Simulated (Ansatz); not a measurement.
# Work function of Na(100): what the settings cost and change, part 2 of 2

Aim: the numerical settings behind the work function of Na(100), with the cost of each.

Ansatz 0.2.0; plane-wave DFT, PBE, Ansatz PAW.

So far, work function, upper face (eV): step 2 (run, setting cutoff 200 eV) 2.75; step 3 (run) 2.66; step 4 (slab) 2.67; step 5 (slab) 2.67; step 6 (other k-mesh, other cutoff) 2.78.

## (7) Slab

The input, input.yaml:

```yaml
crystal:
  lattice:
    - [4.23, 0.0, 0.0]
    - [0.0, 4.23, 0.0]
    - [0.0, 0.0, 30.69]
  atoms:
    - { symbol: Na, position: [0.0, 0.0, 0.293255132] }
    - { symbol: Na, position: [0.5, 0.5, 0.362170088] }
    - { symbol: Na, position: [0.0, 0.0, 0.431085044] }
    - { symbol: Na, position: [0.5, 0.5, 0.5] }
    - { symbol: Na, position: [0.0, 0.0, 0.568914956] }
    - { symbol: Na, position: [0.5, 0.5, 0.637829912] }
    - { symbol: Na, position: [0.0, 0.0, 0.706744868] }
kpoints:
  mp_grid: { grid: [3, 3, 1] }
hamiltonian:
  xc: pbe
scf:
  occupations: { method: fermi_dirac, width: 0.1 }
  convergence: { dr2_threshold: 1.0e-09 }
efield:
  axis: 3
  dipole_correction: true
  ramp_position: 0.97
  ramp_width: 0.06
output:
  write_potential: true
  write_density: true
  volumetric_format: npy
```

Started as:

```bash
$ ansatz run input.yaml --threads 2 --pin off --max-ram 3072MiB --backend cpu --events-out ev --progress --plain --runs-dir out
```

Numbers of over 12 decimals in the logs are rounded to 6 here.

The program printed:

```text
[...]
Crystal: 7 atoms, lattice volume = 549.133 Å³
Basis set: ecut = 420 eV, 10587 PW (Γ)
Bands: 39, of which v1, the nominal top of the filled ones, is band 32 counted from 1 (31 counted from 0)
Symmetry: 8 space group operations
k-points: 3 of 9
[...]
Work function:   Φ+ = 2.8067 eV   Φ− = 2.8067 eV
[...]
--- Band table (eV) ---
  k-point 0: bands = [... 28 lower, -3.7305, -3.2786, -2.6096, -1.7660, -0.7895, 0.1960, 1.1200, 1.9100, ... 3 higher]
  k-point 1: bands = [... 28 lower, -2.7769, -2.3309, -1.6707, -0.8390, -0.0181, 0.1221, 0.4064, 1.0886, ... 3 higher]
  k-point 2: bands = [... 28 lower, -1.8397, -1.3994, -0.7477, 0.0718, 0.6666, 0.9925, 1.0804, 1.1644, ... 3 higher]
[key lines of the parts left out:]
SCF converged after 8 iterations
Free energy (F): -10404.753357 eV
Fermi energy:    -0.626956 eV
Dipole field:    D = -0.000000 V/Å  (p = -0.000001 e·Å, saw-weighted, corrected)
```

Wall time 9.8 s (2 threads of Arm Neoverse N1, shared host); peak memory 0.53 GiB.

The work function is 2.807 eV, +0.142 eV from the run “cutoff 420 eV”, at 0.15 times its CPU time.

## (8) Run

input.yaml: that of step 7 with these lines changed.

```diff
@@ -14,3 +14,3 @@
 kpoints:
-  mp_grid: { grid: [3, 3, 1] }
+  mp_grid: { grid: [7, 7, 1] }
 hamiltonian:
```

The program printed:

```text
[...]
Crystal: 7 atoms, lattice volume = 549.133 Å³
Basis set: ecut = 420 eV, 10587 PW (Γ)
Bands: 39, of which v1, the nominal top of the filled ones, is band 32 counted from 1 (31 counted from 0)
Symmetry: 8 space group operations
k-points: 10 of 49
[...]
k-point 1: bands = [... 28 lower, -3.4518, -3.0737, -2.4223, -1.5753, -0.6100, 0.3580, 1.2680, 2.0398, ... 3 higher]
  k-point 2: bands = [... 28 lower, -2.9259, -2.5509, -1.9043, -1.0635, -0.1084, 0.6160, 0.7791, 1.0685, ... 3 higher]
  k-point 9: bands = [... 28 lower, -0.5411, -0.1819, 0.4182, 0.4378, 0.7594, 0.8878, 1.1829, 1.3166, ... 3 higher]
[key lines of the parts left out:]
SCF converged after 8 iterations
Free energy (F): -10404.462753 eV
Fermi energy:    -0.524661 eV
Dipole field:    D = 0.000000 V/Å  (p = 0.000000 e·Å, saw-weighted, corrected)
Work function:   Φ+ = 2.6671 eV   Φ− = 2.6671 eV
```

The job ended after 26 s (2 threads; peak memory 0.67 GiB; 41 s of CPU time).

The work function is 2.667 eV, +0.002 eV from the run “cutoff 420 eV”, at 0.48 times its CPU time.

## (9) Run

input.yaml: that of step 8 with these lines changed.

```diff
@@ -14,3 +14,3 @@
 kpoints:
-  mp_grid: { grid: [7, 7, 1] }
+  mp_grid: { grid: [15, 15, 1] }
 hamiltonian:
```

The program printed:

```text
[...]
Crystal: 7 atoms, lattice volume = 549.133 Å³
Basis set: ecut = 420 eV, 10587 PW (Γ)
Bands: 39, of which v1, the nominal top of the filled ones, is band 32 counted from 1 (31 counted from 0)
Symmetry: 8 space group operations
k-points: 36 of 225
[...]
k-point 1: bands = [... 28 lower, -3.5943, -3.1996, -2.5557, -1.7055, -0.7383, 0.2334, 1.1467, 1.9240, ... 3 higher]
  k-point 2: bands = [... 28 lower, -3.4790, -3.0851, -2.4423, -1.5934, -0.6281, 0.3407, 1.2508, 2.0239, ... 3 higher]
  k-point 35: bands = [... 28 lower, -0.0087, 0.3521, 0.3588, 0.7088, 0.8057, 0.9684, 1.1683, 1.1842, ... 3 higher]
[key lines of the parts left out:]
SCF converged after 9 iterations
Free energy (F): -10404.471096 eV
Fermi energy:    -0.533029 eV
Dipole field:    D = -0.000000 V/Å  (p = -0.000000 e·Å, saw-weighted, corrected)
Work function:   Φ+ = 2.6713 eV   Φ− = 2.6713 eV
```

Wall time 91 s (2 threads); peak memory 1.1 GiB.

The work function is 2.671 eV, +0.006 eV from the run “cutoff 420 eV”, at 1.8 times its CPU time.

## (10) Run

input.yaml: that of step 9 with these lines changed.

```diff
@@ -14,3 +14,3 @@
 kpoints:
-  mp_grid: { grid: [15, 15, 1] }
+  mp_grid: { grid: [10, 10, 1] }
 hamiltonian:
@@ -18,3 +18,3 @@
 scf:
-  occupations: { method: fermi_dirac, width: 0.1 }
+  occupations: { method: gaussian, width: 0.05 }
   convergence: { dr2_threshold: 1.0e-09 }
```

The program printed:

```text
[...]
Crystal: 7 atoms, lattice volume = 549.133 Å³
Basis set: ecut = 420 eV, 10587 PW (Γ)
Bands: 39, of which v1, the nominal top of the filled ones, is band 32 counted from 1 (31 counted from 0)
Symmetry: 8 space group operations
k-points: 21 of 100
[...]
k-point 1: bands = [... 28 lower, -3.5319, -3.1466, -2.5034, -1.6541, -0.6890, 0.2797, 1.1903, 1.9644, ... 3 higher]
  k-point 2: bands = [... 28 lower, -3.2731, -2.8893, -2.2486, -1.4023, -0.4415, 0.5187, 1.3987, 1.6843, ... 3 higher]
  k-point 20: bands = [... 28 lower, 0.3493, 0.3493, 0.6970, 0.6970, 0.7832, 0.8304, 1.1044, 1.2663, ... 3 higher]
[key lines of the parts left out:]
SCF converged after 10 iterations
Free energy (F): -10404.402520 eV
Fermi energy:    -0.491730 eV
Dipole field:    D = 0.000000 V/Å  (p = 0.000000 e·Å, saw-weighted, corrected)
Work function:   Φ+ = 2.6227 eV   Φ− = 2.6227 eV
```

It took 53 s on 2 threads; peak memory 0.83 GiB; 91 s of CPU time.

The work function is 2.623 eV, -0.042 eV from the run “cutoff 420 eV”, at 1.0 times its CPU time.

## (11) Slab

input.yaml: that of step 10 with these lines changed.

```diff
@@ -18,3 +18,3 @@
 scf:
-  occupations: { method: gaussian, width: 0.05 }
+  occupations: { method: methfessel_paxton, width: 0.2 }
   convergence: { dr2_threshold: 1.0e-09 }
```

The program printed:

```text
[...]
Crystal: 7 atoms, lattice volume = 549.133 Å³
Basis set: ecut = 420 eV, 10587 PW (Γ)
Bands: 39, of which v1, the nominal top of the filled ones, is band 32 counted from 1 (31 counted from 0)
Symmetry: 8 space group operations
k-points: 21 of 100
[...]
k-point 1: bands = [... 28 lower, -3.5472, -3.1574, -2.5136, -1.6625, -0.6959, 0.2748, 1.1880, 1.9663, ... 3 higher]
  k-point 2: bands = [... 28 lower, -3.2884, -2.9002, -2.2588, -1.4107, -0.4484, 0.5137, 1.3939, 1.6720, ... 3 higher]
  k-point 20: bands = [... 28 lower, 0.3340, 0.3340, 0.6862, 0.6862, 0.7680, 0.8148, 1.0936, 1.2544, ... 3 higher]
[key lines of the parts left out:]
SCF converged after 8 iterations
Free energy (F): -10404.402122 eV
Fermi energy:    -0.504436 eV
Dipole field:    D = -0.000000 V/Å  (p = -0.000001 e·Å, saw-weighted, corrected)
Work function:   Φ+ = 2.6474 eV   Φ− = 2.6474 eV
```

Elapsed: 50 s, on 2 threads; peak memory 0.83 GiB.

The work function is 2.647 eV, -0.018 eV from the run “cutoff 420 eV”, at 0.97 times its CPU time.

## (12) Run

input.yaml: that of step 11 with these lines changed.

```diff
@@ -18,3 +18,3 @@
 scf:
-  occupations: { method: methfessel_paxton, width: 0.2 }
+  occupations: { method: fermi_dirac, width: 0.3 }
   convergence: { dr2_threshold: 1.0e-09 }
```

The program printed:

```text
band count auto-derived: 48 (N_el = 63.0; filled up to band 32; 39 by the electrons, moments and atoms)
[...]
Crystal: 7 atoms, lattice volume = 549.133 Å³
Basis set: ecut = 420 eV, 10587 PW (Γ)
Bands: 48, of which v1, the nominal top of the filled ones, is band 32 counted from 1 (31 counted from 0)
Symmetry: 8 space group operations
k-points: 21 of 100
[...]
k-point 1: bands = [... 28 lower, -3.5954, -3.1998, -2.5529, -1.6980, -0.7261, 0.2490, 1.1687, 1.9569, ... 12 higher]
  k-point 2: bands = [... 28 lower, -3.3366, -2.9426, -2.2981, -1.4463, -0.4787, 0.4877, 1.3685, 1.6308, ... 12 higher]
  k-point 20: bands = [... 28 lower, 0.2855, 0.2855, 0.6432, 0.6432, 0.7199, 0.7665, 1.0504, 1.2113, ... 12 higher]
[key lines of the parts left out:]
SCF converged after 8 iterations
Free energy (F): -10404.952078 eV
Fermi energy:    -0.605778 eV
Dipole field:    D = -0.000000 V/Å  (p = -0.000001 e·Å, saw-weighted, corrected)
Work function:   Φ+ = 2.7973 eV   Φ− = 2.7973 eV
```

The job ended after 61 s (2 threads; peak memory 0.95 GiB).

The work function is 2.797 eV, +0.132 eV from the run “cutoff 420 eV”, at 1.2 times its CPU time.

## (13) Run

input.yaml: that of step 12 with these lines changed.

```diff
@@ -18,3 +18,3 @@
 scf:
-  occupations: { method: fermi_dirac, width: 0.3 }
+  occupations: { method: cold, width: 0.1 }
   convergence: { dr2_threshold: 1.0e-09 }
```

The program printed:

```text
[...]
Crystal: 7 atoms, lattice volume = 549.133 Å³
Basis set: ecut = 420 eV, 10587 PW (Γ)
Bands: 39, of which v1, the nominal top of the filled ones, is band 32 counted from 1 (31 counted from 0)
Symmetry: 8 space group operations
k-points: 21 of 100
[...]
k-point 1: bands = [... 28 lower, -3.5452, -3.1577, -2.5146, -1.6623, -0.6961, 0.2744, 1.1877, 1.9660, ... 3 higher]
  k-point 2: bands = [... 28 lower, -3.2864, -2.9005, -2.2597, -1.4105, -0.4486, 0.5133, 1.3941, 1.6734, ... 3 higher]
  k-point 20: bands = [... 28 lower, 0.3360, 0.3360, 0.6858, 0.6858, 0.7694, 0.8175, 1.0928, 1.2552, ... 3 higher]
[key lines of the parts left out:]
SCF converged after 8 iterations
Free energy (F): -10404.401291 eV
Fermi energy:    -0.499134 eV
Dipole field:    D = -0.000000 V/Å  (p = -0.000001 e·Å, saw-weighted, corrected)
Work function:   Φ+ = 2.6420 eV   Φ− = 2.6420 eV
```

The job ended after 48 s (2 threads; peak memory 0.83 GiB).

The work function is 2.642 eV, -0.023 eV from the run “cutoff 420 eV”, at 0.96 times its CPU time.

## (14) Comparing the runs

Times are for 2 threads of Arm Neoverse N1, shared host. Results by setting:

```csv
no.,setting,"work function, upper face (eV)",time,memory (GiB)
1,cutoff 200 eV,2.755,20 s,0.43
2,cutoff 300 eV,2.665,37 s,0.58
3,cutoff 420 eV,2.665,53 s,0.83
4,cutoff 600 eV,2.665,96 s,1.3
5,mesh 2x2,2.784,8.1 s,0.56
6,mesh 3x3,2.807,9.8 s,0.53
7,mesh 7x7,2.667,26 s,0.67
8,mesh 15x15,2.671,91 s,1.1
9,Gaussian smearing 0.05 eV,2.623,53 s,0.83
10,methfessel_paxton smearing 0.2 eV,2.647,50 s,0.83
11,fermi_dirac smearing 0.3 eV,2.797,61 s,0.95
12,cold smearing 0.1 eV,2.642,48 s,0.83
```

## (15) A changed input

This step: plane-wave DFT, PBE, Ansatz PAW, but for the change named below (Ansatz 0.2.0).

An input spoilt on purpose, to show how the run answers: it repeats the earlier run “cutoff 200 eV” with hamiltonian.xc from pbe to gga, and scf.max_iter set to 80; its output block differs too.

input.yaml: that of step 13 with these lines changed.

```diff
@@ -16,6 +16,7 @@
 hamiltonian:
-  xc: pbe
+  xc: gga
 scf:
-  occupations: { method: cold, width: 0.1 }
+  occupations: { method: fermi_dirac, width: 0.1 }
   convergence: { dr2_threshold: 1.0e-09 }
+  max_iter: 80
 efield:
@@ -25,2 +26,4 @@
   ramp_width: 0.06
+basis:
+  ecutwfc: "200 eV"
 output:
```

The program printed:

```text
Error: YAML parse error: error: line 17 column 7: hamiltonian.xc: unknown variant `gga`, expected one of `lda`, `lda-pw`, `pw92`, `pbe`, `pbesol`, `rpbe`, `revpbe`, `blyp`, `pbe0`, `revpbe0`, `b3lyp`, `b3lyp5`, `hse06`, `wpbeh`, `hiss`, `lc_wpbe`, `cam_b3lyp`, `hf`, `r2scan`, `r2scanh`, `r2scan0`, `r2scan50`, `mr2scan`
  --> <input>:17:7
   |
15 |   mp_grid: { grid: [10, 10, 1] }
16 | hamiltonian:
17 |   xc: gga
   |       ^ hamiltonian.xc: unknown variant `gga`, expected one of `lda`, `lda-pw`, `pw92`, `pbe`, `pbesol`, `rpbe`, `revpbe`, `blyp`, `pbe0`, `revpbe0`, `b3lyp`, `b3lyp5`, `hse06`, `wpbeh`, `hiss`, `lc_wpbe`, `cam_b3lyp`, `hf`, `r2scan`, `r2scanh`, `r2scan0`, `r2scan50`, `mr2scan`
18 | scf:
19 |   occupations: { method: fermi_dirac, width: 0.1 }
   |
```

It took 0.02 s on 2 threads; peak memory 0.08 GiB.

The input was rejected at the start.

The program's message: “Error: YAML parse error: error: line 17 column 7: hamiltonian.xc: unknown variant `gga`, expected one of `lda`, `lda-pw`, `pw92`, `pbe`, `pbesol`, `rpbe`, `revpbe`, `blyp`, `pbe0`, `revpbe0`, `b3lyp`, …”

The fault put into the input: an unknown functional.

## (16) Outcome

```json
{
  "work function, cutoff 420 eV": "2.665 eV",
  "work function, cutoff 600 eV": "2.665 eV",
  "work function, mesh 3x3": "2.807 eV",
  "work function, Gaussian smearing 0.05 eV": "2.623 eV"
}
```

What this shows: The run at the highest cutoff gives 2.67 eV, and the settings tried spread the value from 2.62 to 2.81 eV. Against 600 eV, a cutoff of 200 eV is off by +0.089 eV. Against 600 eV, a cutoff of 420 eV is off by -0.000 eV. Against the finest mesh, 15 points along a, the coarser ones are off by +0.11 (2), +0.14 (3) and -0.00 (7) eV. The smearing schemes and widths spread it over 0.17 eV. The ladder's slabs use the tabulated experimental lattice constant (two decimals; a low-temperature value for the alkali metals). In 1 run of the series (cutoff 200 eV) the program warns that electrons reach the sawtooth's ramp, which makes dipole and work function less sure.

[Logs are printed without paths, hosts, clocks, repeated set-up lines and the standing remarks that a program may print on its own settings, such as how far it seeks lower states.]

[Hosts, paths, dates, database ids (printed as entryN), source tags and the programs' standing remarks are cut or masked in the printed files.]

[Maps of the electrostatic potential energy from Ansatz leave out the sawtooth potential of an applied field or a dipole correction, so their vacuum need not be flat; planar profiles and work functions include it.]
